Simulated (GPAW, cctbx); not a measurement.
# Sc3AlN4: the scripts behind a bonding study

Short scripts, each with its output. The cell is our own: ordered rocksalt alloy in the eight-atom cube, 1 of 4 Sc sites given to Al.

## 1. Relax the structure

```text
cell
1.0
     4.407500000    0.000000000    0.000000000
     0.000000000    4.407500000    0.000000000
     0.000000000    0.000000000    4.407500000
Al N Sc
1 4 3
Direct
0.000000000 0.000000000 0.000000000
0.500000000 0.000000000 0.000000000
0.500000000 0.500000000 0.500000000
0.000000000 0.000000000 0.500000000
0.000000000 0.500000000 0.000000000
0.000000000 0.500000000 0.500000000
0.500000000 0.000000000 0.500000000
0.500000000 0.500000000 0.000000000
```

```python
from ase.constraints import FixSymmetry
from ase.filters import FrechetCellFilter
from ase.io import read, write
from ase.optimize import BFGS
from ase.parallel import parprint
from gpaw import GPAW, PW, FermiDirac

atoms = read("start.vasp")
atoms.set_constraint(FixSymmetry(atoms))
atoms.calc = GPAW(mode=PW(900), xc="PBE", kpts={"size": (5, 5, 5), "gamma": True},
                 occupations=FermiDirac(0.02), maxiter=160, symmetry={"tolerance": 1e-5}, txt="relax.txt")
BFGS(FrechetCellFilter(atoms), maxstep=0.15).run(fmax=0.02, steps=60)
parprint("cell  %.4f %.4f %.4f  %.2f %.2f %.2f" % tuple(atoms.cell.cellpar()))
parprint("volume %.3f A^3, largest force %.3f eV/A, largest stress %.2f GPa" % (atoms.get_volume(), abs(atoms.get_forces()).max(), 160.218 * abs(atoms.get_stress()).max()))
atoms.set_constraint()
write("relaxed.vasp", atoms, direct=True)
```

```console
$ OMP_NUM_THREADS=1 mpirun -n 4 gpaw python run.py > gpaw.log
```

```text
      Step        Energy          fmax
BFGS:    0      -64.451043        0.197231
BFGS:    1      -64.452792        0.182150
BFGS:    2      -64.463186        0.001651
cell  4.4278 4.4278 4.4278  90.00 90.00 90.00
volume 86.812 A^3, largest force 0.000 eV/A, largest stress 0.02 GPa
```

Time: 35 s on 4 cores of Arm Neoverse V2 (shared host), peak memory 0.92 GiB.

## 2. Build the all-electron density and subtract free atoms

```text
cell
1.0
     4.427849050    0.000000000    0.000000000
     0.000000000    4.427849050    0.000000000
     0.000000000    0.000000000    4.427849050
Sc Al N
3 1 4
Direct
0.000000000 0.500000000 0.500000000
0.500000000 0.000000000 0.500000000
0.500000000 0.500000000 0.000000000
0.000000000 0.000000000 0.000000000
0.500000000 0.000000000 0.000000000
0.500000000 0.500000000 0.500000000
0.000000000 0.000000000 0.500000000
0.000000000 0.500000000 0.000000000
```

```python
import numpy as np
from ase.io import read
from ase.units import Bohr
from gpaw import GPAW, PW, FermiDirac
from gpaw.calculator import GPAW as OldGPAW
from gpaw.mpi import serial_comm, world
from scipy.special import erfc
from scipy.spatial import cKDTree

atoms = read("cell.vasp")
atoms.calc = GPAW(mode=PW(600), xc="PBE", kpts={"size": (5, 5, 5), "gamma": True},
                 occupations=FermiDirac(0.02), maxiter=160, symmetry={"tolerance": 1e-5}, txt="scf.txt")
atoms.get_potential_energy()
rho = atoms.calc.get_all_electron_density(gridrefinement=2)
moments = atoms.get_magnetic_moments() if atoms.calc.get_number_of_spins() == 2 else np.zeros(len(atoms))
total = atoms.get_magnetic_moment() if moments.any() else 0.0
if world.rank == 0:
    free = OldGPAW(mode=PW(600), xc="PBE", txt=None, communicator=serial_comm)
    neutral = atoms.copy()
    neutral.set_initial_magnetic_moments(None)
    free.initialize(neutral)
    free.set_positions(neutral)
    drho = rho - free.get_all_electron_density(gridrefinement=2)
    # GPAW starts from confined atoms: exchange their smooth part for that of the datasets' free atoms
    h = np.stack(np.meshgrid(*[np.fft.fftfreq(n, 1 / n) for n in drho.shape], indexing="ij"), -1)
    gabs = np.linalg.norm(h @ atoms.cell.reciprocal(), axis=-1)
    tails = np.fft.fftn(free.get_pseudo_density(gridrefinement=2))
    g, form, v0 = np.linspace(0, gabs.max(), 1500), {}, 0
    for e in set(atoms.symbols):
        idx = atoms.symbols.search(e)
        d = free.setups[idx[0]].data
        r, w = d.rgd.r_g * Bohr, d.rgd.r_g**2 * d.rgd.dr_g
        j0 = np.sinc(2 * g[:, None] * r)
        smooth = sum(f * p**2 for f, p in zip(d.f_j, d.phit_jg)) + np.sqrt(4 * np.pi) * d.nct_g
        full = sum(f * p**2 for f, p in zip(d.f_j, d.phi_jg)) + np.sqrt(4 * np.pi) * d.nc_g
        phase = sum(np.exp(-2j * np.pi * h @ s) for s in atoms.get_scaled_positions()[idx])
        tails -= np.interp(gabs, g, j0 @ (smooth * w)) * phase * drho.size / atoms.get_volume()
        form[e] = j0 @ (full * w)
        v0 += 2 * np.pi / 3 * 14.3996 * (full * w * r**2).sum() * len(idx)  # V A^3
    tails *= 0.5 * erfc((gabs - 1.8) / 0.25)  # the tails differ at long wavelengths alone
    drho += np.fft.ifftn(tails).real  # crystal minus superposed spherical free atoms
    np.save("drho.npy", drho)
    dv = atoms.get_volume() / drho.size
    print("grid", drho.shape, " electrons %.3f" % (rho.sum() * dv), " moved by bonding %.3f e" % (abs(drho).sum() * dv / 2))
    pts = np.indices(drho.shape).reshape(3, -1).T / drho.shape @ atoms.cell
    shifts = (np.indices((3, 3, 3)).reshape(3, -1).T - 1) @ atoms.cell
    images = (atoms.positions[None] + shifts[:, None]).reshape(-1, 3)
    dist, idx = cKDTree(images).query(pts, k=4)
    out = drho.ravel()[dist[:, 0] > 0.5]
    print("deformation density beyond 0.5 A of the nuclei: max %.3f, min %.3f e/A^3" % (out.max(), out.min()))
    tie = dist < dist[:, :1] + 1e-4
    q = -np.bincount((idx % len(atoms))[tie], (drho.ravel()[:, None] / tie.sum(1, keepdims=True) * tie)[tie], len(atoms)) * dv
    print("atom        x       y       z   Voronoi charge  moment")
    for a, s, c, m in zip(atoms, atoms.get_scaled_positions(), q, moments):
        print("%-2s%-3d %7.4f %7.4f %7.4f %10.3f %10.2f" % (a.symbol, a.index + 1, *s, c, m))
    np.savez("free.npz", g=g, **form)
    print("mean inner potential of superposed free atoms %.3f V" % (v0 / atoms.get_volume()))
    print("total magnetic moment %.3f muB" % total)
```

```console
$ OMP_NUM_THREADS=1 mpirun -n 4 gpaw python run.py > gpaw.log
```

```text
grid (54, 54, 54)  electrons 104.000  moved by bonding 2.273 e
deformation density beyond 0.5 A of the nuclei: max 0.190, min -0.110 e/A^3
atom        x       y       z   Voronoi charge  moment
Sc1    0.0000  0.5000  0.5000      0.409       0.00
Sc2    0.5000  0.0000  0.5000      0.409       0.00
Sc3    0.5000  0.5000  0.0000      0.409       0.00
Al4    0.0000  0.0000  0.0000      0.592       0.00
N 5    0.5000  0.0000  0.0000     -0.449       0.00
N 6    0.5000  0.5000  0.5000     -0.471       0.00
N 7    0.0000  0.0000  0.5000     -0.449       0.00
N 8    0.0000  0.5000  0.0000     -0.449       0.00
mean inner potential of superposed free atoms 22.934 V
total magnetic moment 0.000 muB
```

Time: 16 s.

## 3. Fourier-transform the difference

```python
from cctbx import adptbx, crystal, miller, xray
from cctbx.eltbx import tiny_pse
import numpy as np

cs = crystal.symmetry(unit_cell=(4.4278, 4.4278, 4.4278, 90, 90, 90), space_group_symbol='Hall: -P 4 2 3')  # Pm-3m
atoms = [  # label, site, U (iso, or U11 U22 U33 U12 U13 U23 in A^2), occupancy
    ("Sc1", (0, 0.5, 0.5), 0.0000, 1),
    ("Al1", (0, 0, 0), 0.0000, 1),
    ("N1", (0.5, 0, 0), 0.0000, 1),
    ("N2", (0.5, 0.5, 0.5), 0.0000, 1),
]
xs = xray.structure(crystal_symmetry=cs)
for label, site, u, occ in atoms:
    u = adptbx.u_cif_as_u_star(cs.unit_cell(), u) if isinstance(u, tuple) else u
    xs.add_scatterer(xray.scatterer(label, site=site, u=u, occupancy=occ))
xs.scattering_type_registry(table="wk1995")
drho = np.load("drho.npy")
T = np.array([[1, 0, 0], [0, 1, 0], [0, 0, 1]])  # conventional axes in terms of the primitive ones
dF = np.fft.ifftn(drho) * 86.81173  # electrons a conventional cell, indexed by primitive hkl
ms = miller.build_set(cs, anomalous_flag=False, d_min=0.9).sort("resolution")
iam = ms.structure_factors_from_scatterers(xs, algorithm="direct").f_calc()
p1 = xs.expand_to_p1()
z = np.array([tiny_pse.table(sc.scattering_type).atomic_number() for sc in p1.scatterers()])
x = np.array(p1.sites_frac())
free = np.load("free.npz")
print("static structure factors of the conventional cell: F in electrons, V (Mott-Bethe) in volts")
print("   h  k  l      d  |F| table  |F| free   |F| DFT   change   |V| free  |V| DFT  change %")
for h, d, table in list(zip(ms.indices(), ms.d_spacings().data(), iam.data()))[:26]:
    df = dF[tuple(np.rint(np.linalg.solve(T, h)).astype(int))]
    phase = np.exp(2j * np.pi * x @ h)
    f = sum(np.interp(1 / d, free["g"], free[sc.scattering_type]) * p for sc, p in zip(p1.scatterers(), phase))
    fz = (z * phase).sum()
    c = 14.3996 * d * d / (np.pi * cs.unit_cell().volume())
    v0, v1 = abs(fz - f) * c, abs(fz - f - df) * c
    print("%4d%3d%3d %7.4f %9.3f %9.3f %9.3f %8.3f %9.3f %8.3f %8s" % (h + (d, abs(table), abs(f), abs(f + df), abs(f + df) - abs(f), v0, v1, "%.1f" % (100 * (v1 / v0 - 1)) if v0 > 0.02 else "-")))
```

```console
$ python run.py
```

```text
static structure factors of the conventional cell: F in electrons, V (Mott-Bethe) in volts
   h  k  l      d  |F| table  |F| free   |F| DFT   change   |V| free  |V| DFT  change %
   0  1  0  4.4278     6.985     6.988     7.194    0.206     1.048    0.834    -20.4
   0  1  1  3.1309     6.478     6.437     6.558    0.121     0.809    0.747     -7.7
   1  1  1  2.5564    36.499    36.492    34.968   -1.524     3.971    4.497     13.2
   0  2  0  2.2139    68.622    68.497    69.431    0.934     9.188    8.946     -2.6
   0  2  1  1.9802     5.230     5.221     5.218   -0.003     0.575    0.576      0.1
   1  2  1  1.8076     4.881     4.886     4.845   -0.041     0.537    0.544      1.3
   0  2  2  1.5655    55.599    55.600    55.501   -0.099     6.263    6.276      0.2
   1  2  2  1.4759     4.059     4.090     4.050   -0.040     0.450    0.454      1.0
   0  3  0  1.4759     4.059     4.090     4.273    0.182     0.450    0.429     -4.7
   0  3  1  1.4002     3.854     3.890     3.941    0.051     0.425    0.420     -1.2
   1  3  1  1.3350    28.964    28.968    29.223    0.255     1.791    1.767     -1.3
   2  2  2  1.2782    47.848    47.910    47.600   -0.310     4.839    4.865      0.6
   0  3  2  1.2281     3.404     3.449     3.490    0.040     0.362    0.359     -0.9
   1  3  2  1.1834     3.300     3.345     3.319   -0.027     0.344    0.346      0.6
   0  4  0  1.1069    42.741    42.837    42.973    0.136     3.957    3.948     -0.2
   2  3  2  1.0739     3.086     3.130     3.124   -0.005     0.297    0.297      0.1
   0  4  1  1.0739     3.086     3.130     3.073   -0.057     0.297    0.300      1.2
   0  3  3  1.0436     3.041     3.083     3.100    0.016     0.283    0.282     -0.3
   1  4  1  1.0436     3.041     3.083     3.019   -0.064     0.283    0.286      1.3
   1  3  3  1.0158    24.264    24.255    24.251   -0.004     1.294    1.294      0.0
   0  4  2  0.9901    39.191    39.284    39.241   -0.043     3.350    3.352      0.1
   1  4  2  0.9662     2.964     2.998     2.949   -0.049     0.247    0.249      1.0
   2  3  3  0.9440     2.953     2.983     2.965   -0.018     0.236    0.237      0.4
   2  4  2  0.9038    36.611    36.673    36.564   -0.110     2.904    2.909      0.2
```

Time: 0.28 s on 1 core of Arm Neoverse V2 (shared host), peak memory 0.08 GiB.

[Outputs are excerpts: Python notices, other lines and further rows are left out; steps that failed or that the build refused (PBEsol, TPSS) are not shown.]

[Logs are printed without paths, hosts, clocks, repeated set-up lines and the standing remarks that a program may print on its own settings, such as how far it seeks lower states.]
